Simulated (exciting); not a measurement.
# S L₂,₃-edge absorption of CdS (Hawleyite), all-electron BSE, part 2 of 3

Aim: the S L₂,₃ absorption edge of CdS (Hawleyite) with the electron–hole interaction treated explicitly, and what each term of the kernel does.

exciting sodium; X-ray absorption, core-level Bethe-Salpeter equation, exchange and statically screened direct term, Tamm-Dancoff, all-electron LAPW+lo PBE.

So far. Step 3 (A richer basis for the empty states): Against the first ground state the total energy moves by -9 meV an atom and the gap by -0.01 eV.

**4. Screening, kernels and BSE for S atom 2**

The absorber has 4 Cd at 2.53 Å (tetrahedral, site symmetry -43m).

input.xml reads:

```
<input>
  <title>CdS</title>
  <structure speciespath="." autormt="false" epslat="1.0e-5">
    <crystal>
      <basevect>0.0000000000 5.5113862415 5.5113862415</basevect>
      <basevect>5.5113862415 0.0000000000 5.5113862415</basevect>
      <basevect>5.5113862415 5.5113862415 0.0000000000</basevect>
    </crystal>
    <species speciesfile="Cd.xml" rmt="2.300">
      <atom coord="0.0000000000 0.0000000000 0.0000000000"/>
    </species>
    <species speciesfile="S.xml" rmt="2.300">
      <atom coord="0.7500000000 0.7500000000 0.7500000000"/>
    </species>
  </structure>
  <groundstate do="skip" xctype="GGA_PBE" ngridk="4 4 4" rgkmax="7" gmaxvr="14" nempty="8" swidth="0.001" maxscl="100" epsengy="1e-5"/>
  <xs xstype="BSE" ngridk="4 4 4" ngridq="4 4 4" vkloff="0.097 0.273 0.493" rgkmax="7" nempty="23" gqmax="3" lmaxapwwf="5" lmaxemat="3" broad="0.01654" tevout="true">
    <energywindow intv="5.069 6.733" points="452"/>
    <screening screentype="full" nempty="42"/>
    <BSE xas="true" xasspecies="2" xasatom="1" xasedge="L23" bsetype="singlet" nstlxas="1 19"/>
    <qpointset>
      <qpoint>0 0 0</qpoint>
    </qpointset>
    <plan>
      <doonly task="xsgeneigvec"/>
      <doonly task="writepmatxs"/>
      <doonly task="scrgeneigvec"/>
      <doonly task="scrwritepmat"/>
      <doonly task="screen"/>
      <doonly task="scrcoulint"/>
    </plan>
  </xs>
</input>
```

input.xml for the exchange start (cutoff and plan only) reads:

```
  gqmax="2.5"
  <plan>
    <doonly task="exccoulint"/>
  </plan>
```

input.xml for the last start (plan only) reads:

```
  <plan>
    <doonly task="bse"/>
  </plan>
```

The run is started by

```sh
> OMP_NUM_THREADS=1 mpirun -n 2 exciting
> OMP_NUM_THREADS=1 mpirun -n 2 exciting
> OMP_NUM_THREADS=2 exciting
```

Numbers of over 12 decimals in the logs are rounded to 6 here.

What it wrote:

```text
| EXCITING SODIUM started for task xsgeneigvec ( 301)                          =
One-shot GS runs for BSE calculations
One-shot GS runs for k+qmt/2 grids
Info(xsgeneigvec): Generating eigenvectors for Q-point      1
Info(xsgeneigvec): Generation of eigenvectors finished
| EXCITING SODIUM started for task writepmatxs ( 320)                          =
Info(writepmatxs): Momentum matrix elements finished
| EXCITING SODIUM started for task scrgeneigvec ( 401)                         =
One-shot GS runs for BSE calculations
One-shot GS runs for k+qmt/2 grids
Info(xsgeneigvec): Generating eigenvectors for Q-point      1
Using screening GS parameters.
Info(xsgeneigvec): Generation of eigenvectors finished
| EXCITING SODIUM started for task scrwritepmat ( 420)                         =
Info(writepmatxs): Momentum matrix elements finished
Info(scrwritepmat): Momentum matrix elements for screening finished
| EXCITING SODIUM started for task screen ( 430)                               =
Info(screenlauncher): Calculating screening for unshifted q-grid.
Info(screenlauncher): Number of q points:      10
Info(screenlauncher): lowest (partially)  unoccupied state:     13
Info(screenlauncher): highest (partially) occupied state  :     12
Info(screenlauncher): number of occupied states considered:   12
Info(screenlauncher): number of unoccupied states considered:   43
Info(screenlauncher): Starting loop over q-points
Info(screenlauncher): Screening for unshifted q-grid finished
Info(screenlauncher): Screening finished
| EXCITING SODIUM started for task scrcoulint ( 440)                           =
Info(scrcoulintlauncher): Setting up screened Coulomb interaction matrix W.
Info(scrcoulintlauncher): Using momentum transfer vectors from list :   1 to  1
Info(scrcoulintlauncher): Calculating screened Coulomb interaction matrix W
Info(scrcoulintlauncher): Momentum transfer list index: iqmt=  1
Info(scrcoulintlauncher): Momentum transfer: vqmtl=   0.000   0.000   0.000
Info(scrcoulintlauncher): Calculating RR block of W
Info(scrcoulint): Inspecting occupations...
Info(setranges_modxs): Number of non-reduced k-points:       64
Info(setranges_modxs): Number of states considered:       36
Info(setranges_modxs): Number of (partially) occupied states:       10
Info(setranges_modxs): Highest (partially) occupied states:       12
Info(setranges_modxs): Number of (partially) unoccupied states:       24
Info(setranges_modxs): Lowest (partially) unoccupied states:       13
Info(scrcoulint): Selecting transitions...
Info(select_transitions): Inspecting transitions in the  band interval:
  lowest occupied state:   5
  highest occupied state:  10
  lowest unoccupied state:  13
  highest unoccupied state:  31
  Opening gap with a scissor of:      0.000/H      0.000/eV
Info(select_transitions): Number of participating transitions:    7296
Info(scrcoulint): Size of file SCCLI will be about     0.402803 GB
Info(scrcoulint): Using q-grid
Info(scrcoulint): Number of reduced q-points:     10
Info(scrcoulint): Number of non-reduced q-points:     64
Info(scrcoulint): Calculating W(G1,G2,qr) fourier coefficients
Info(scrcoulint): Calculating W matrix elements
Info(scrcoulintlauncher): Screened coulomb interaction finished for iqmt=   1
| EXCITING SODIUM started for task exccoulint ( 441)                           =
Info(exccoulintlauncher): Setting up exchange interaction matrix V.
Info(exccoulintlauncher): Using momentum transfer vectors from list :   1 to  1
Info(exccoulintlauncher):Calculating exchange interaction matrix V
Info(exccoulintlauncher): Momentum transfer list index: iqmt=  1
Info(exccoulintlauncher): Momentum transfer: vqmtl=   0.000   0.000   0.000
Info(exccoulintlauncher): Calculating RR block of V
Info(exccoulint): Inspecting occupations...
Info(setranges_modxs): Number of non-reduced k-points:       64
Info(setranges_modxs): Number of states considered:       36
Info(setranges_modxs): Number of (partially) occupied states:       10
Info(setranges_modxs): Highest (partially) occupied states:       12
Info(setranges_modxs): Number of (partially) unoccupied states:       24
Info(setranges_modxs): Lowest (partially) unoccupied states:       13
Info(exccoulint): Selecting transitions...
Info(select_transitions): Inspecting transitions in the  band interval:
  lowest occupied state:   5
  highest occupied state:  10
  lowest unoccupied state:  13
  highest unoccupied state:  31
  Opening gap with a scissor of:      0.000/H      0.000/eV
Info(select_transitions): Number of participating transitions:    7296
Info(exccoulint): Size of file EXCLI will be about     0.402803 GB
Info(exccoulint): Generating plane wave matrix elements for momentum transfer iqmt=   1
  Timing (in seconds)	   :     897.364
Info(exccoulint): Generating V matrix elements
Info(exccoulint): Zeroing Coulomb potential at G+qmt index:  1
Info(exccoulintlauncher): Exchange interaction finished for iqmt=   1
| EXCITING SODIUM started for task bse ( 445)                                  =
Info(bselauncher): Init time:    0.738505
Info(bselauncher): Setting up and diagonalizing BSE Hamiltonian.
Info(bselauncher): Using momentum transfer vectors from list :   1 to  1
Info(bselauncher): Distributing qmt-points over   1 processes.
Info(bselauncher): BSE type: singlet
Info(bselauncher): Momentum transfer list index: iqmt=  1
Info(bselauncher): Momentum transfer: vqmtl=   0.000   0.000   0.000
Info(bse): Inspecting occupations...
Info(setranges_modxs): Number of non-reduced k-points:       64
Info(setranges_modxs): Number of states considered:       36
Info(setranges_modxs): Number of (partially) occupied states:       10
Info(setranges_modxs): Highest (partially) occupied states:       12
Info(setranges_modxs): Number of (partially) unoccupied states:       24
Info(setranges_modxs): Lowest (partially) unoccupied states:       13
Info(select_transitions): Inspecting transitions in the  band interval:
  lowest occupied state:   5
  highest occupied state:  10
  lowest unoccupied state:  13
  highest unoccupied state:  31
  Opening gap with a scissor of:      0.000/H      0.000/eV
Info(select_transitions): Number of participating transitions:    7296
Info(bse): Selecting transitions...
Info(bse):bsegap (eV):   150.687424
Info(bse): Assembling BSE matrix
  RR/RA blocks of global BSE-Hamiltonian:
  Size of the Hamiltonian:    7296
  Number of k-points:      64
  Distributing matrix to   1 processes
  Local matrix shape   7296 x  7296
Info(bse): max local RAM needed for BSE matrices ~     0.793213 GB
Info(setup_bse_block): Setting up RR part of hamiltonian
Info(setup_bse_block): Singlet spin state
Info(bse): Diagonalizing RR Hamiltonian (TDA)
Info(bse): Invoking Lapack routine ZHEEVR
      7296 eigen solutions found in the interval:
         i1=       1 i2=    7296
Info(bse): Writing excition energies and oscillator strengths to text file.
Info(makespectrum_dist): Making spectrum using formula for coupling with time reversed AR basis.
Info(makespectrum_dist): Using formalism for vanishing momentum transfer.
Info(writederived): Writing quantities derived from the macroscopic dielectric function.
Info(bselauncher): Spectrum finished for iqmt=  1
Info(bselauncher): All done for BSE type singlet
```

Run time: 27 min. Hardware: 2 MPI ranks of Arm Neoverse V1, shared host.

Wall time by task: xsgeneigvec 3.8 s, writepmatxs 7.3 s, scrgeneigvec 2.5 s, scrwritepmat 1.9 s, screen 82 s, scrcoulint 4.8 min, exccoulint 15 min, bse 5.1 min.

The S L₂,₃ spectrum of S atom 2 (energy from the Kohn–Sham onset, core level to the lowest empty state found on the meshes used, 149.94 eV; the ground-state mesh sets it, and the shifted mesh has its lowest transition 0.74 eV above it; Im ε scaled to the maximum of the singlet run; cut below the end of the band set):

| E (eV) | Im ε |
| --- | --- |
| -2.0 | 0.02 |
| -1.5 | 0.03 |
| -1.0 | 0.04 |
| -0.5 | 0.06 |
| 0.0 | 0.11 |
| 0.5 | 0.17 |
| 1.0 | 0.22 |
| 1.5 | 0.26 |
| 2.0 | 0.29 |
| 2.5 | 0.31 |
| 3.0 | 0.29 |
| 3.5 | 0.31 |
| 4.0 | 0.35 |
| 4.5 | 0.38 |
| 5.0 | 0.46 |
| 5.5 | 0.49 |
| 6.0 | 0.43 |
| 6.5 | 0.44 |
| 7.0 | 0.43 |
| 7.5 | 0.44 |
| 8.0 | 0.53 |
| 8.5 | 0.62 |
| 9.0 | 0.63 |
| 9.5 | 0.77 |
| 10.0 | 0.91 |
| 10.5 | 1.00 |
| 11.0 | 0.93 |
| 11.5 | 0.97 |
| 12.0 | 0.93 |
| 12.5 | 0.79 |
| 13.0 | 0.77 |
| 13.5 | 0.82 |
| 14.0 | 0.76 |
| 14.5 | 0.72 |
| 15.0 | 0.77 |
| 15.5 | 0.67 |
| 16.0 | 0.63 |
| 16.5 | 0.65 |
| 17.0 | 0.67 |
| 17.5 | 0.75 |
| 18.0 | 0.78 |
| 18.5 | 0.75 |
| 19.0 | 0.70 |
| 19.5 | 0.63 |
| 20.0 | 0.59 |
| 20.5 | 0.60 |
| 21.0 | 0.59 |

Maxima (height): 5.3 eV (0.50), 10.5 eV (1.00), 11.6 eV (0.99), 13.5 eV (0.82), 14.9 eV (0.77), 17.8 eV (0.78) and 20.7 eV (0.60); 2 lower ones aren't listed.

The Hamiltonian has 7296 rows. The lowest groups of eigenvalues and the brightest ones, on the scale above (the program counts from the shifted mesh's onset, 0.74 eV higher). Core spinors bring spin-forbidden partners, so dark means forbidden by spin or by symmetry, and the shifted mesh splits states that symmetry would keep together:

```
energy (eV)  states within 10 meV  relative strength
      0.205                     4               0.99
      0.679                     4               0.98
      0.947                     4               0.60
      1.145                     4               0.29
      1.261                     3               0.21
      1.272                     1               0.21
      8.221                    10               0.95
      8.246                    10               0.71
     10.276                     4               1.00
     11.538                     8               0.78
     11.680                     8               0.92
```

**5. Independent particles**

Changes to input.xml since step 4:

```diff
@@ -19,3 +19,3 @@
     <screening screentype="full" nempty="42"/>
-    <BSE xas="true" xasspecies="2" xasatom="1" xasedge="L23" bsetype="singlet" nstlxas="1 19"/>
+    <BSE xas="true" xasspecies="2" xasatom="1" xasedge="L23" bsetype="IP" nstlxas="1 19"/>
     <qpointset>
@@ -24,8 +24,3 @@
     <plan>
-      <doonly task="xsgeneigvec"/>
-      <doonly task="writepmatxs"/>
-      <doonly task="scrgeneigvec"/>
-      <doonly task="scrwritepmat"/>
-      <doonly task="screen"/>
-      <doonly task="scrcoulint"/>
+      <doonly task="bse"/>
     </plan>
```

The run is started by

```sh
> OMP_NUM_THREADS=2 exciting
```

What it wrote:

```text
| EXCITING SODIUM started for task bse ( 445)                                  =
Info(bselauncher): Init time:    0.733617
Info(bselauncher): Setting up and diagonalizing BSE Hamiltonian.
Info(bselauncher): Using momentum transfer vectors from list :   1 to  1
Info(bselauncher): Distributing qmt-points over   1 processes.
Info(bselauncher): BSE type: IP
Info(bselauncher): Momentum transfer list index: iqmt=  1
Info(bselauncher): Momentum transfer: vqmtl=   0.000   0.000   0.000
Info(bse): Inspecting occupations...
Info(setranges_modxs): Number of non-reduced k-points:       64
[...]
highest unoccupied state:  31
  Opening gap with a scissor of:      0.000/H      0.000/eV
Info(select_transitions): Number of participating transitions:    7296
Info(bse): Selecting transitions...
Info(bse):bsegap (eV):   150.687424
Info(bse): IP requested, nothing much to do
Info(bse): Writing excition energies and oscillator strengths to text file.
Info(makespectrum_dist): Making spectrum using formula for coupling with time reversed AR basis.
Info(makespectrum_dist): Using formalism for vanishing momentum transfer.
Info(writederived): Writing quantities derived from the macroscopic dielectric function.
Info(bselauncher): Spectrum finished for iqmt=  1
Info(bselauncher): All done for BSE type IP
```

Wall time 1.5 s (2 threads).

Maxima (height): 6.1 eV (0.35), 12.4 eV (0.85), 14.3 eV (0.82), 15.6 eV (0.83) and 19.2 eV (0.91); 1 lower ones aren't listed. The spectrum differs from the singlet run by 32 % r.m.s. Moving the earlier curve by +2.2 eV leaves 16 %. The highest maximum lies at 19.2 eV (0.91), against 10.5 eV (1.00).

**6. Exchange alone**

Changes to input.xml since step 5:

```diff
@@ -19,3 +19,3 @@
     <screening screentype="full" nempty="42"/>
-    <BSE xas="true" xasspecies="2" xasatom="1" xasedge="L23" bsetype="IP" nstlxas="1 19"/>
+    <BSE xas="true" xasspecies="2" xasatom="1" xasedge="L23" bsetype="RPA" nstlxas="1 19"/>
     <qpointset>
```

The run is started by

```sh
> OMP_NUM_THREADS=2 exciting
```

What it wrote:

```text
| EXCITING SODIUM started for task bse ( 445)                                  =
Info(bselauncher): Init time:    0.731966
Info(bselauncher): Setting up and diagonalizing BSE Hamiltonian.
Info(bselauncher): Using momentum transfer vectors from list :   1 to  1
Info(bselauncher): Distributing qmt-points over   1 processes.
Info(bselauncher): BSE type: RPA
Info(bselauncher): Momentum transfer list index: iqmt=  1
Info(bselauncher): Momentum transfer: vqmtl=   0.000   0.000   0.000
Info(bse): Inspecting occupations...
Info(setranges_modxs): Number of non-reduced k-points:       64
[...]
Info(setup_bse_block): Setting up RR part of hamiltonian
Info(setup_bse_block): Using RPA approximation
Info(bse): Diagonalizing RR Hamiltonian (TDA)
Info(bse): Invoking Lapack routine ZHEEVR
      7296 eigen solutions found in the interval:
         i1=       1 i2=    7296
Info(bse): Writing excition energies and oscillator strengths to text file.
Info(makespectrum_dist): Making spectrum using formula for coupling with time reversed AR basis.
Info(makespectrum_dist): Using formalism for vanishing momentum transfer.
Info(writederived): Writing quantities derived from the macroscopic dielectric function.
Info(bselauncher): Spectrum finished for iqmt=  1
Info(bselauncher): All done for BSE type RPA
```

Wall time 5.2 min (2 threads).

Maxima (height): 6.1 eV (0.33), 12.5 eV (0.81), 14.3 eV (0.80), 15.6 eV (0.82) and 19.3 eV (0.91); 1 lower ones aren't listed. Against the independent-particle run the r.m.s. difference is 4 %.

**7. Direct term alone**

Changes to input.xml since step 6:

```diff
@@ -19,3 +19,3 @@
     <screening screentype="full" nempty="42"/>
-    <BSE xas="true" xasspecies="2" xasatom="1" xasedge="L23" bsetype="RPA" nstlxas="1 19"/>
+    <BSE xas="true" xasspecies="2" xasatom="1" xasedge="L23" bsetype="triplet" nstlxas="1 19"/>
     <qpointset>
```

The run is started by

```sh
> OMP_NUM_THREADS=2 exciting
```

What it wrote:

```text
| EXCITING SODIUM started for task bse ( 445)                                  =
Info(bselauncher): Init time:    0.731322
Info(bselauncher): Setting up and diagonalizing BSE Hamiltonian.
Info(bselauncher): Using momentum transfer vectors from list :   1 to  1
Info(bselauncher): Distributing qmt-points over   1 processes.
Info(bselauncher): BSE type: triplet
Info(bselauncher): Momentum transfer list index: iqmt=  1
Info(bselauncher): Momentum transfer: vqmtl=   0.000   0.000   0.000
Info(bse): Inspecting occupations...
[...]
Info(setup_bse_block): Setting up RR part of hamiltonian
Info(setup_bse_block): Triplet spin state
Info(bse): Diagonalizing RR Hamiltonian (TDA)
Info(bse): Invoking Lapack routine ZHEEVR
      7296 eigen solutions found in the interval:
         i1=       1 i2=    7296
Info(bse): Writing excition energies and oscillator strengths to text file.
Info(makespectrum_dist): Making spectrum using formula for coupling with time reversed AR basis.
Info(makespectrum_dist): Using formalism for vanishing momentum transfer.
Info(writederived): Writing quantities derived from the macroscopic dielectric function.
Info(bselauncher): Spectrum finished for iqmt=  1
Info(bselauncher): All done for BSE type triplet
```

The job ended after 5.2 min (2 threads).

Maxima (height): 10.4 eV (1.04), 11.6 eV (1.00), 13.5 eV (0.82), 14.9 eV (0.76) and 17.7 eV (0.76); 4 lower ones aren't listed. Against the singlet run the r.m.s. difference is 5 %. The highest maximum lies at 10.4 eV (1.04), against 10.5 eV (1.00).

**8. Broadening**

Changed against the first singlet run: half width (eV) from 0.45 to 1.35.

Changes to input.xml since step 7:

```diff
@@ -16,6 +16,6 @@
   <groundstate do="skip" xctype="GGA_PBE" ngridk="4 4 4" rgkmax="7" gmaxvr="14" nempty="8" swidth="0.001" maxscl="100" epsengy="1e-5"/>
-  <xs xstype="BSE" ngridk="4 4 4" ngridq="4 4 4" vkloff="0.097 0.273 0.493" rgkmax="7" nempty="23" gqmax="3" lmaxapwwf="5" lmaxemat="3" broad="0.01654" tevout="true">
+  <xs xstype="BSE" ngridk="4 4 4" ngridq="4 4 4" vkloff="0.097 0.273 0.493" rgkmax="7" nempty="23" gqmax="3" lmaxapwwf="5" lmaxemat="3" broad="0.04961" tevout="true">
     <energywindow intv="5.069 6.733" points="452"/>
     <screening screentype="full" nempty="42"/>
-    <BSE xas="true" xasspecies="2" xasatom="1" xasedge="L23" bsetype="triplet" nstlxas="1 19"/>
+    <BSE xas="true" xasspecies="2" xasatom="1" xasedge="L23" bsetype="singlet" nstlxas="1 19"/>
     <qpointset>
```

The run is started by

```sh
> OMP_NUM_THREADS=2 exciting
```

What it wrote:

```text
| EXCITING SODIUM started for task bse ( 445)                                  =
Info(bselauncher): Init time:    0.734701
Info(bselauncher): Setting up and diagonalizing BSE Hamiltonian.
Info(bselauncher): Using momentum transfer vectors from list :   1 to  1
Info(bselauncher): Distributing qmt-points over   1 processes.
Info(bselauncher): BSE type: singlet
Info(bselauncher): Momentum transfer list index: iqmt=  1
Info(bselauncher): Momentum transfer: vqmtl=   0.000   0.000   0.000
Info(bse): Inspecting occupations...
[...]
Info(setup_bse_block): Setting up RR part of hamiltonian
Info(setup_bse_block): Singlet spin state
Info(bse): Diagonalizing RR Hamiltonian (TDA)
Info(bse): Invoking Lapack routine ZHEEVR
      7296 eigen solutions found in the interval:
         i1=       1 i2=    7296
Info(bse): Writing excition energies and oscillator strengths to text file.
Info(makespectrum_dist): Making spectrum using formula for coupling with time reversed AR basis.
Info(makespectrum_dist): Using formalism for vanishing momentum transfer.
Info(writederived): Writing quantities derived from the macroscopic dielectric function.
Info(bselauncher): Spectrum finished for iqmt=  1
Info(bselauncher): All done for BSE type singlet
```

The job ended after 5.5 min (2 threads).

The spectrum differs from the singlet run by 11 % r.m.s. The highest maximum lies at 11.2 eV (0.81), against 10.5 eV (1.00). Only the width of each line changes; the area stays. A table step wider than the lines misses their tops.

```csv
E (eV),first run,this run
-7.0,0.01,0.02
-6.0,0.01,0.03
-5.0,0.01,0.03
-4.0,0.01,0.04
-3.0,0.02,0.05
-2.0,0.02,0.06
-1.0,0.04,0.09
0.0,0.11,0.14
1.0,0.22,0.21
2.0,0.29,0.27
3.0,0.29,0.30
4.0,0.35,0.35
5.0,0.46,0.41
6.0,0.43,0.44
7.0,0.43,0.47
8.0,0.53,0.54
9.0,0.63,0.64
10.0,0.91,0.75
11.0,0.93,0.81
12.0,0.93,0.79
13.0,0.77,0.75
14.0,0.76,0.72
15.0,0.77,0.69
16.0,0.63,0.65
17.0,0.67,0.66
18.0,0.78,0.67
19.0,0.70,0.63
20.0,0.59,0.58
21.0,0.59,0.54
```

(Part 2 of 3 ends here.)

[Banner, clock and machine lines of the logs are left out without a mark of their own.]

[Logs are printed without paths, hosts, clocks, repeated set-up lines and the standing remarks that a program may print on its own settings, such as how far it seeks lower states.]

[Hosts, paths, dates, database ids (printed as entryN), source tags and the programs' standing remarks are cut or masked in the printed files.]
